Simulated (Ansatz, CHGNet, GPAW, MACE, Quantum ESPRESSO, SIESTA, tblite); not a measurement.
# Amorphous Hg20Zn15S35 (70 atoms) in GPAW

How do the settings of GPAW change the result for amorphous Hg20Zn15S35 (70 atoms)? A plane-wave run serves as the yardstick.

Program: GPAW 26.7.0. Level of theory: the method is named at each step. Results are calculated unless marked as measured.

**1. The structure**

The cell holds 70 atoms: 20 Hg, 15 Zn and 35 S. Cell: a = 11.824 Å, b = 11.824 Å, c = 11.824 Å, α = 90.0°, β = 90.0°, γ = 90.0°. 70 atoms (20 Hg, 15 Zn, 35 S) placed at random at 6.14 g/cm³, melted at 2500 K for 10 ps at fixed volume with the Stillinger-Weber II-VI potential (Zhou et al., Phys. Rev. B 88, 085309 (2013)). Quenched from 2500 K to 700 K at 500 K/ps and fixed volume, held 5 ps, then minimised at fixed cell. Then every atom was moved at random, 0.03 Å r.m.s. a Cartesian component.

The yardstick, on the same geometry:

* method: Kohn-Sham DFT, PBE, SSSP efficiency 1.3.0 pseudopotentials, plane waves (Quantum ESPRESSO 7.5); sssp-pbe-1.3.0-efficiency, cutoffs 45/360 Ry, Γ point
* r.m.s. force component: 0.4077 eV/Å
* longest force: 1.413 eV/Å
* pressure: -2.436 GPa
* time: 8.8 min on 4 MPI ranks of Arm Neoverse V1, shared host
* CPU time: 35 min

**2. PBE, LCAO dzp, h 0.2 Å**

Method: Kohn-Sham DFT, PBE, PAW, atomic orbitals (dzp).

run.py

```python
import numpy as np
from ase.io import read
from gpaw import GPAW, FermiDirac

atoms = read("structure.xyz")
atoms.calc = GPAW(
    mode="lcao",
    basis="dzp",
    h=0.2,
    xc="PBE",
    kpts={"size": (1, 1, 1), "gamma": True},
    occupations=FermiDirac(0.05),
    maxiter=200,
    symmetry={"point_group": False},
    txt="gpaw.txt",
)
energy = atoms.get_potential_energy(force_consistent=True)
forces = atoms.get_forces()
print(f"energy {energy:.6f} eV")
print("forces (eV/A)")
for i, (a, f) in enumerate(zip(atoms, forces)):
    print(f"{i:4d} {a.symbol:2s} {f[0]:10.5f} {f[1]:10.5f} {f[2]:10.5f}")
print(f"Fermi level {atoms.calc.get_fermi_level():.4f} eV")
for k in range(len(atoms.calc.get_ibz_k_points())):
    for s in range(atoms.calc.get_number_of_spins()):
        e = atoms.calc.get_eigenvalues(kpt=k, spin=s)
        n = np.searchsorted(e, atoms.calc.get_fermi_level())
        print(f"k {k} spin {s} levels about the Fermi level:", np.round(e[max(n - 6, 0):n], 4).tolist(), "|", np.round(e[n:n + 6], 4).tolist())
```

structure.xyz

```xyz
70
Lattice="11.82420 0.00000 0.00000 0.00000 11.82420 0.00000 0.00000 0.00000 11.82420" Properties=species:S:1:pos:R:3 pbc="T T T"
Hg 8.89180 3.91866 2.40126
Hg 2.74783 8.44709 2.92282
Hg 0.18280 1.20571 8.41576
Hg 0.98141 0.57300 5.10794
Hg 2.95972 5.82543 10.51786
Hg 4.76645 8.87477 0.20633
Hg 3.33064 0.26593 10.69475
Hg 3.00193 10.15155 8.07841
Hg 6.13286 6.89398 9.78074
Hg 3.10090 3.61620 1.18656
Hg 9.23174 10.21292 5.73710
Hg 4.70863 6.90261 6.15249
Hg 6.50059 0.37424 10.50746
Hg 3.25946 0.52417 2.53546
Hg 6.03720 4.69054 0.77555
Hg 6.32938 9.97040 8.04412
Hg 6.13641 9.80853 4.13268
Hg 7.90980 1.45781 5.51611
Hg 6.30927 3.71812 8.25897
Hg 9.83253 11.06390 10.16255
Zn 8.15621 6.32547 4.98496
Zn 0.75509 9.50618 11.41414
Zn 5.18503 3.49133 4.50443
Zn 0.04671 6.50899 8.31017
Zn 2.52801 4.03938 7.48283
Zn 8.19914 8.12122 1.74431
Zn 8.88163 7.58877 7.73102
Zn 2.01047 4.86176 3.91570
Zn 10.91929 4.97775 5.71133
Zn 0.07709 1.75779 1.02823
Zn 9.95326 3.65521 9.68118
Zn 8.59418 11.70726 1.48701
Zn 11.34343 5.94958 0.45322
Zn 0.24015 8.40393 5.20832
Zn 4.12511 0.54983 6.57863
S 0.75001 3.86864 9.19308
S 9.55726 9.60125 3.14382
S 7.02984 8.16721 6.03862
S 5.30516 2.34947 2.36839
S 0.67457 7.13330 10.57474
S 7.13874 0.22762 3.51214
S 11.09122 11.27650 0.81575
S 1.21576 2.43661 3.20731
S 0.71264 10.32040 3.52267
S 10.51491 6.83261 4.11340
S 4.37188 5.36783 8.18849
S 4.35509 5.59344 3.95732
S 2.70325 10.36923 0.79707
S 3.92753 10.95370 4.64431
S 9.16340 6.94057 11.73032
S 7.26183 6.08249 2.72169
S 9.64713 5.30824 7.66078
S 3.28937 2.55474 5.67278
S 7.75112 2.01082 0.39516
S 10.51266 3.63405 0.24523
S 10.40269 0.73168 6.41014
[... 10 atom lines left out ...]
S 1.93976 2.17305 11.30464
S 9.03676 1.45899 9.11681
S 8.20410 9.04078 9.61556
S 6.38838 0.85453 7.68136
```

Command:

```console
OMP_NUM_THREADS=1 python run.py > output.txt
```

What it wrote:

```text
energy -150.654600 eV
forces (eV/A)
   0 Hg    0.37967    0.18330    0.05798
   1 Hg   -0.63950    0.10264    0.26874
   2 Hg    0.08883    0.32047    0.39810
   3 Hg   -0.34441   -0.30998   -0.19840
   4 Hg   -0.20979    0.26325   -0.14737
   5 Hg    0.46386   -0.15272   -0.04129
   6 Hg    1.02230   -0.52844   -0.78453
   7 Hg    0.33602    0.09875    0.02916
   8 Hg    0.44378    0.46615    0.49751
   9 Hg    0.38335   -0.11266    0.31669
  10 Hg    0.68060    0.11390   -0.36748
  11 Hg   -0.39814    0.07643   -0.31342
  12 Hg   -0.40922    0.30475    0.27716
  13 Hg    0.23631    0.46016    0.28659
  14 Hg    0.41219   -0.26052   -0.25705
  15 Hg   -0.23997    0.39010    0.50972
  16 Hg    0.29778    0.06351   -0.01297
  17 Hg    0.28914    0.53639    0.20340
  18 Hg    0.87509   -0.36940    0.08339
  19 Hg    0.00600    0.05402    0.25423
  20 Zn    0.26691   -0.42145   -0.55587
  21 Zn   -0.02097    0.34768   -0.21082
  22 Zn    0.33813    0.15935    0.04286
  23 Zn   -0.56810   -0.10882   -0.21707
[...]
62 S    -0.17907   -0.46607   -0.35990
  63 S     0.23471    0.41282    0.08020
  64 S     0.04490   -0.01882    0.63600
  65 S    -0.25681    0.20491   -0.44969
  66 S    -0.65753    0.66527   -0.08466
  67 S     0.37335    0.26220    0.48432
  68 S    -0.04562   -0.81615   -0.71335
  69 S    -1.10928    0.05775   -0.32199
Fermi level 4.1010 eV
k 0 spin 0 levels about the Fermi level: [3.9036, 3.9143, 3.9859, 4.0237, 4.054, 4.1] | [4.236, 4.3006, 4.3127, 4.4796, 4.6513, 4.7963]
```

gpaw.txt:

```text
Input parameters:
  mode=LCAO(),
  basis={'default': 'dzp'},
  h=0.2,
  kpts=MonkhorstPack(size=(1, 1, 1), gamma=True),
  maxiter=200,
  occupations=Occupations(name='fermi-dirac', width=0.05, fixmagmom=False),
  symmetry=Symmetry(point_group=False),
  xc=XC(name='PBE')
Unit cell  # Å
| periodic |         x |         y |         z |   lengths |    angles |
|----------|-----------|-----------|-----------|-----------|-----------|
|      yes | 11.824200 |  0.000000 |  0.000000 | 11.824200 | 90.000000 |
|      yes |  0.000000 | 11.824200 |  0.000000 | 11.824200 | 90.000000 |
|      yes |  0.000000 |  0.000000 | 11.824200 | 11.824200 | 90.000000 |
Number of symmetries: 1
Symmetry operations  # r_c * U_cc + t_c -> r_c
|   | kind |            matrix            |
|---|------|------------------------------|
| 0 |  E   |  1, 0, 0,  0, 1, 0,  0, 0, 1 |
BZ-sampling:
  Number of BZ points: 1
  Number of IBZ points: 1
  Monkhorst-Pack size: [1, 1, 1]
  Monkhorst-Pack shift: [0, 0, 0]
[... lines left out ...]
  Fermi-Dirac:
[... lines left out ...]
xc functional:
  name: PBE with 2 nearest neighbor stencil
interpolation: tri-quintic # 5. degree polynomial
Initialization done in: 13.344 s
convergence criteria:
- Maximum [total energy] change in last 3 cyles: 0.0005 eV / valence electron
- Maximum integral of absolute [dens]ity change: 0.0001 electrons / valence electron
- Maximum integral of absolute [eigenst]ate change: 4e-08 eV^2 / valence electron
maximum number of iterations: 200
SCF iterations
|iter     |      energy | eigst |  dens |
|---------|-------------|-------|-------|
|iter:   1| -168.247116 |      c|       |
|iter:   2| -161.696430 |      c| -1.27 |
|iter:   3| -156.395347 |      c| -1.32 |
|iter:   4| -152.454997 |      c| -1.49 |
|iter:   5| -152.355061 |      c| -1.64 |
|iter:   6| -152.609650c|      c| -1.74 |
|iter:   7| -151.158335 |      c| -1.83 |
|iter:   8| -150.906241 |      c| -2.05 |
|iter:   9| -150.589487 |      c| -2.17 |
|iter:  10| -150.571376c|      c| -2.53 |
|iter:  11| -150.524582c|      c| -2.63 |
[...]
|iter:  16| -150.517708c|      c| -3.68 |
|iter:  17| -150.517958c|      c| -3.76 |
|iter:  18| -150.517974c|      c| -4.04c|
Converged in 18 steps
SCF loop duration: 325.291 s (18.072 s/step)
Energy contributions relative to reference atoms: (reference = -11776052.170758)
Energy contributions:
  Kinetic:         393.296852
  Coulomb:        -333.527699
  Zero:              3.853784
  External:          0.000000
  Xc:             -214.004285
  Entropy:          -0.273252
  Spinorbit:         0.000000
  ----------------------------
  Free energy:    -150.654600
  Extrapolated:   -150.517974
dipole moment: (-115.253028, -95.858004, -69.890877)  # |e|*Ang
Fermi level: 4.101
Eigenvalues  # (at kpt = [0.000, 0.000, 0.000])
| band index |      eig [eV] | occ [0-2] |
|------------|---------------|-----------|
|          0 |       -59.131 |     2.000 |
|        ... |               |           |
|        368 |         3.775 |     1.997 |
|        369 |         3.856 |     1.985 |
[...]
|        383 |         4.968 |     0.000 |
|        ... |               |           |
|        453 |        10.459 |     0.000 |
Gap: 0.136 eV
Transition (v -> c):
  (s=0, k=0, n=375, [0.00, 0.00, 0.00]) -> (s=0, k=0, n=376, [0.00, 0.00, 0.00])
No difference between direct/indirect transitions
Force computation time: 46.294  # s
timing:  # [seconds]
  Total:  384.958  # ━━━━━━━━━━━━━━━━━━━━━━━━━━━━━━━━━━━━━━━━━━━━━━━━━━━━━━━━
  Init:    13.343  # ━━
  SCF:    325.291  # ━━━━━━━━━━━━━━━━━━━━━━━━━━━━━━━━━━━━━━━━━━━━━━━╸
  Forces:  46.294  # ━━━━━━╸
```

Run time: 6.5 min. Hardware: 1 thread of Arm Neoverse V1, shared host; peak memory 1.9 GiB.

Banners, paths, timers and routine set-up lines are dropped from the logs unmarked, and long logs keep their key lines alone; longer cuts are marked.

Numbers from this run, and their distance from the reference:

- r.m.s. force component: 0.4114 eV/Å
- r.m.s. difference of force components: 59.36 meV/Å
- longest difference of force vectors: 259.2 meV/Å
- force difference over r.m.s. force: 14.56 %
- slope of forces against the reference's: 0.9986
- correlation of force components: 0.9895

Length of the force difference by element (eV/Å):

| element | atoms | mean | most |
| --- | --- | --- | --- |
| Hg | 20 | 0.10 | 0.26 |
| S | 35 | 0.11 | 0.21 |
| Zn | 15 | 0.037 | 0.070 |

A closer look about Zn35, which has 3 bonded neighbours where the commonest count for Zn is 4: 9 atoms, nearest first, numbered in the order of the input, with positions taken from that point.

| atom | x | y | z | distance (Å) | bonds | Fx | Fy | Fz (eV/Å) |
| --- | --- | --- | --- | --- | --- | --- | --- | --- |
| Zn35 | 0.00 | 0.00 | 0.00 | 0.00 | 3 | 0.98 | 0.38 | -0.26 |
| S53 | -0.84 | 2.00 | -0.91 | 2.35 | 4 | 0.04 | -0.37 | 1.35 |
| S49 | -0.20 | -1.42 | -1.93 | 2.41 | 3 | -0.46 | -0.04 | 0.26 |
| S70 | 2.26 | 0.30 | 1.10 | 2.54 | 5 | -1.11 | 0.06 | -0.32 |
| Hg8 | -1.12 | -2.22 | 1.50 | 2.91 | 2 | 0.34 | 0.10 | 0.03 |
| Hg4 | -3.14 | 0.02 | -1.47 | 3.47 | 4 | -0.34 | -0.31 | -0.20 |
| Hg16 | 2.20 | -2.40 | 1.47 | 3.58 | 3 | -0.24 | 0.39 | 0.51 |
| Zn23 | 1.06 | 2.94 | -2.07 | 3.75 | 4 | 0.34 | 0.16 | 0.04 |
| Zn25 | -1.60 | 3.49 | 0.90 | 3.94 | 4 | -0.23 | -0.35 | -0.33 |

Atoms are counted from 1 here, from 0 in the log.

Forces lie 15 % from the reference's, at 0.18 times its CPU time (on 1 against 4 cores).

**3. PBE, LCAO sz(dzp), h 0.2 Å**

Method: Kohn-Sham DFT, PBE, PAW, atomic orbitals (sz(dzp)).

run.py, as its differences from that of step 2:

```diff
@@ -7,3 +7,3 @@
     mode="lcao",
-    basis="dzp",
+    basis="sz(dzp)",
     h=0.2,
```

structure.xyz is that of step 2.

What it wrote:

```text
energy -119.323188 eV
forces (eV/A)
   0 Hg    0.26955    0.08576   -0.09791
   1 Hg   -0.39069    0.05803    0.30474
   2 Hg    0.31813    0.42920    0.50321
   3 Hg   -0.19274   -0.14048   -0.00330
   4 Hg   -0.18075    0.03484   -0.32349
   5 Hg    0.58007   -0.24844   -0.30166
   6 Hg    1.56700   -0.78068   -1.28448
   7 Hg    0.60366    0.14481    0.17277
   8 Hg    0.40128    0.77591    0.67241
   9 Hg    0.49138    0.28671    0.50241
  10 Hg    0.54590    0.13652   -0.31926
  11 Hg   -0.38244    0.20569   -0.29785
[...]
65 S    -0.30841   -0.35988   -0.54652
  66 S    -0.85725    0.77721   -0.37711
  67 S     0.13633    0.25206    0.41708
  68 S     0.09305   -0.83825   -0.44911
  69 S    -1.05326    0.21136   -0.24459
Fermi level 4.2926 eV
k 0 spin 0 levels about the Fermi level: [4.0965, 4.1104, 4.176, 4.224, 4.2488, 4.2839] | [4.428, 4.4917, 4.5029, 4.7219, 4.8606, 5.0018]
```

gpaw.txt:

```text
Input parameters:
  mode=LCAO(),
  basis={'default': 'sz(dzp)'},
  h=0.2,
  kpts=MonkhorstPack(size=(1, 1, 1), gamma=True),
  maxiter=200,
  occupations=Occupations(name='fermi-dirac', width=0.05, fixmagmom=False),
  symmetry=Symmetry(point_group=False),
  xc=XC(name='PBE')
[... lines left out ...]
  Fermi-Dirac:
[... lines left out ...]
convergence criteria:
- Maximum [total energy] change in last 3 cyles: 0.0005 eV / valence electron
[... lines left out ...]
Converged in 19 steps
[... lines left out ...]
  Free energy:    -119.323188
[... lines left out ...]
Fermi level: 4.293
[... lines left out ...]
|          0 |       -58.642 |     2.000 |
|        ... |               |           |
|        368 |         3.961 |     1.997 |
|        369 |         4.040 |     1.987 |
[...]
|        383 |         5.214 |     0.000 |
|        ... |               |           |
|        453 |        11.520 |     0.000 |
Gap: 0.144 eV
Transition (v -> c):
  (s=0, k=0, n=375, [0.00, 0.00, 0.00]) -> (s=0, k=0, n=376, [0.00, 0.00, 0.00])
No difference between direct/indirect transitions
Force computation time: 15.196  # s
timing:  # [seconds]
  Total:  154.095  # ━━━━━━━━━━━━━━━━━━━━━━━━━━━━━━━━━━━━━━━━━━━━━━━━━━━━━━━━
  Init:     9.966  # ━━━╸
  SCF:    128.910  # ━━━━━━━━━━━━━━━━━━━━━━━━━━━━━━━━━━━━━━━━━━━━━━━
  Forces:  15.196  # ━━━━━╸
```

The job ended after 2.6 min (1 thread; peak memory 1.6 GiB).

Against the reference:

```yaml
r_m_s_force_component: 0.4362 eV/Å
r_m_s_difference_of_force_components: 219.8 meV/Å
longest_difference_of_force_vectors: 1040 meV/Å
force_difference_over_r_m_s_force: 53.91 %
slope_of_forces_against_the_reference_s: 0.9271
correlation_of_force_components: 0.8665
```

This is a coarse setting, run to see what it loses.

Against the first run (15 %), the force difference from the reference is 54 %, at 0.40 times the CPU time, with 515 basis functions against 1310: the smaller basis costs accuracy.

**4. PBE, LCAO dzp, h 0.15 Å**

Method: Kohn-Sham DFT, PBE, PAW, atomic orbitals (dzp).

run.py, as its differences from that of step 3:

```diff
@@ -7,4 +7,4 @@
     mode="lcao",
-    basis="sz(dzp)",
-    h=0.2,
+    basis="dzp",
+    h=0.15,
     xc="PBE",
```

structure.xyz is that of step 3.

What it wrote:

```text
energy -152.388050 eV
forces (eV/A)
   0 Hg    0.38208    0.17829    0.05828
   1 Hg   -0.64482    0.09912    0.26921
   2 Hg    0.08462    0.32457    0.40361
   3 Hg   -0.34678   -0.31064   -0.20071
   4 Hg   -0.20902    0.26719   -0.14894
   5 Hg    0.46164   -0.15062   -0.03787
   6 Hg    1.01715   -0.53260   -0.78413
   7 Hg    0.33799    0.09894    0.02700
   8 Hg    0.44815    0.46494    0.50155
   9 Hg    0.38345   -0.11696    0.31817
  10 Hg    0.67888    0.11282   -0.36281
  11 Hg   -0.40046    0.07783   -0.31660
  12 Hg   -0.41058    0.29951    0.27184
  13 Hg    0.23781    0.46025    0.28052
  14 Hg    0.41955   -0.26376   -0.26153
  15 Hg   -0.23255    0.39526    0.50681
  16 Hg    0.30157    0.06546   -0.01584
  17 Hg    0.29282    0.53428    0.20228
  18 Hg    0.87502   -0.37319    0.08148
  19 Hg    0.00212    0.05843    0.25878
  20 Zn    0.26725   -0.41781   -0.55326
  21 Zn   -0.02473    0.34871   -0.21360
  22 Zn    0.34070    0.15985    0.03834
  23 Zn   -0.56814   -0.11035   -0.21674
[...]
62 S    -0.17748   -0.48895   -0.38876
  63 S     0.26528    0.37409    0.07468
  64 S     0.04810    0.00743    0.62670
  65 S    -0.18854    0.20173   -0.44396
  66 S    -0.68210    0.65695   -0.10943
  67 S     0.40996    0.28423    0.49076
  68 S    -0.06789   -0.78124   -0.68013
  69 S    -1.17067    0.03062   -0.34487
Fermi level 4.1007 eV
k 0 spin 0 levels about the Fermi level: [3.9033, 3.914, 3.9856, 4.0235, 4.0538, 4.0997] | [4.2357, 4.3003, 4.3124, 4.4794, 4.651, 4.796]
```

gpaw.txt:

```text
Input parameters:
  mode=LCAO(),
  basis={'default': 'dzp'},
  h=0.15,
  kpts=MonkhorstPack(size=(1, 1, 1), gamma=True),
  maxiter=200,
  occupations=Occupations(name='fermi-dirac', width=0.05, fixmagmom=False),
  symmetry=Symmetry(point_group=False),
  xc=XC(name='PBE')
Unit cell  # Å
| periodic |         x |         y |         z |   lengths |    angles |
[... lines left out ...]
  Fermi-Dirac:
[... lines left out ...]
convergence criteria:
- Maximum [total energy] change in last 3 cyles: 0.0005 eV / valence electron
[... lines left out ...]
Converged in 18 steps
[... lines left out ...]
  Free energy:    -152.388050
  Extrapolated:   -152.251416
dipole moment: (-115.019872, -95.771749, -69.611407)  # |e|*Ang
Fermi level: 4.101
Eigenvalues  # (at kpt = [0.000, 0.000, 0.000])
| band index |      eig [eV] | occ [0-2] |
|------------|---------------|-----------|
|          0 |       -59.131 |     2.000 |
|        ... |               |           |
|        368 |         3.775 |     1.997 |
|        369 |         3.855 |     1.985 |
[...]
|        383 |         4.967 |     0.000 |
|        ... |               |           |
|        453 |        10.459 |     0.000 |
Gap: 0.136 eV
Transition (v -> c):
  (s=0, k=0, n=375, [0.00, 0.00, 0.00]) -> (s=0, k=0, n=376, [0.00, 0.00, 0.00])
No difference between direct/indirect transitions
Force computation time: 98.695  # s
timing:  # [seconds]
  Total:  789.671  # ━━━━━━━━━━━━━━━━━━━━━━━━━━━━━━━━━━━━━━━━━━━━━━━━━━━━━━━━
  Init:    19.544  # ━╸
  SCF:    671.400  # ━━━━━━━━━━━━━━━━━━━━━━━━━━━━━━━━━━━━━━━━━━━━━━━╸
  Forces:  98.695  # ━━━━━━━
```

Run time: 13 min. Hardware: 1 thread; peak memory 4.1 GiB.

Numbers from this run, and their distance from the reference:

- r.m.s. force component: 0.4131 eV/Å
- r.m.s. difference of force components: 58.44 meV/Å
- longest difference of force vectors: 257 meV/Å
- force difference over r.m.s. force: 14.33 %
- slope of forces against the reference's: 1.003
- correlation of force components: 0.9899
- energy less the same-level run's: -24.76 meV/atom
- r.m.s. force difference from the same-level run: 19.99 meV/Å

Against the first run (15 %), the force difference from the reference is 14 %, at 2.0 times the CPU time.

**5. All runs compared**

Differences are against the plane-wave reference, forces as r.m.s. over components; share is that over the reference's r.m.s. force, slope the least-squares factor from reference forces to these. Total energies of different programs have different zeros and aren't compared.

| run | Δ force, r.m.s. (meV/Å) | share (%) | slope | cores | CPU time | memory (GiB) |
| --- | --- | --- | --- | --- | --- | --- |
| reference | - | - | - | 4 | 35 min | 4.5 |
| GPAW PBE, LCAO dzp, h 0.2 Å | 59.4 | 14.6 | 0.999 | 1 | 6.4 min | 1.9 |
| GPAW PBE, LCAO sz(dzp), h 0.2 Å (coarse) | 220 | 53.9 | 0.927 | 1 | 2.6 min | 1.6 |
| GPAW PBE, LCAO dzp, h 0.15 Å | 58.4 | 14.3 | 1.003 | 1 | 13 min | 4.1 |

Rows marked coarse were listed beforehand as settings not expected to be converged; some can still land near the reference.

CPU time is summed over cores on a shared host, where runs went side by side, so it is rough. Symmetry, cutoffs, thresholds, outputs and thread counts weren't matched or tuned between programs; memory under MPI is the largest rank's times the ranks.

Within one program, basis, potentials and functional, energies share a zero. Each run against its twin at the usual cutoff or grid and solver:

| run | twin | Δ energy (meV/atom) | Δ force, r.m.s. (meV/Å) | CPU time over the twin's |
| --- | --- | --- | --- | --- |
| GPAW PBE, LCAO dzp, h 0.15 Å | LCAO dzp, h 0.2 Å | -24.8 | 20.0 | 2.0 |

A second geometry, displaced anew (every atom was moved at random, 0.06 Å r.m.s. a Cartesian component), gives an energy difference that all programs can be tested on. The reference puts it at 13.80 meV/atom.

| run | energy less the first geometry's (meV/atom) | error (meV/atom) | force share at the second geometry (%) |
| --- | --- | --- | --- |
| GPAW PBE, LCAO dzp, h 0.2 Å | 13.84 | 0.0348 | 14.9 |
| GPAW PBE, LCAO sz(dzp), h 0.2 Å | 16.37 | 2.57 | 58.4 |
| GPAW PBE, LCAO dzp, h 0.15 Å | 13.82 | 0.0193 | 14.2 |

**6. Results**

* nearest in forces: GPAW PBE, LCAO dzp, h 0.15 Å, 14 %
* its CPU time: 13 min

In words: The PBE runs in local orbitals, coarse settings apart, differ by 14 % (GPAW PBE, LCAO dzp, h 0.15 Å) to 15 % (GPAW PBE, LCAO dzp, h 0.2 Å); basis, grid and potentials can all enter. Runs with settings chosen to be coarse differ by 54 % (GPAW PBE, LCAO sz(dzp), h 0.2 Å), their programs' other errors included. Of the electronic-structure runs that take under half the reference's CPU time, GPAW PBE, LCAO dzp, h 0.15 Å is among the nearest, at 14 % in 13 min against 35 min. The energy difference between the two geometries, 13.8 meV/atom in the reference, is met best by GPAW PBE, LCAO dzp, h 0.15 Å (+0.0193) and worst by GPAW PBE, LCAO sz(dzp), h 0.2 Å (coarse) (+2.57). The potentials hold different valence shells: 910 electrons in the reference, 750 in GPAW; this bears on time and differences. The quench rate of 500 K/ps is many orders above laboratory rates, so the cell is likely richer in defects and strain than a real sample. The network of bonds at the start is that of the classical potential that made the cell, and needn't be the one that DFT or experiment would give. The reference's pressure of -2.4 GPa belongs to a cell and atoms that aren't relaxed at this level. The electronic-structure runs sample only Γ, in a cell whose shortest periodic width is 12 Å, which is coarse for a cell with partly filled levels. Spin–orbit coupling is left out, which matters for the levels of the heavy elements.

[Also dropped from logs without a mark: logging warnings of Python, and SIESTA's first energy breakdown and zero terms.]

[Logs are printed without paths, hosts, clocks, repeated set-up lines and the standing remarks that a program may print on its own settings, such as how far it seeks lower states.]

[Hosts, paths, dates, database ids (printed as entryN), source tags and the programs' standing remarks are cut or masked in the printed files.]
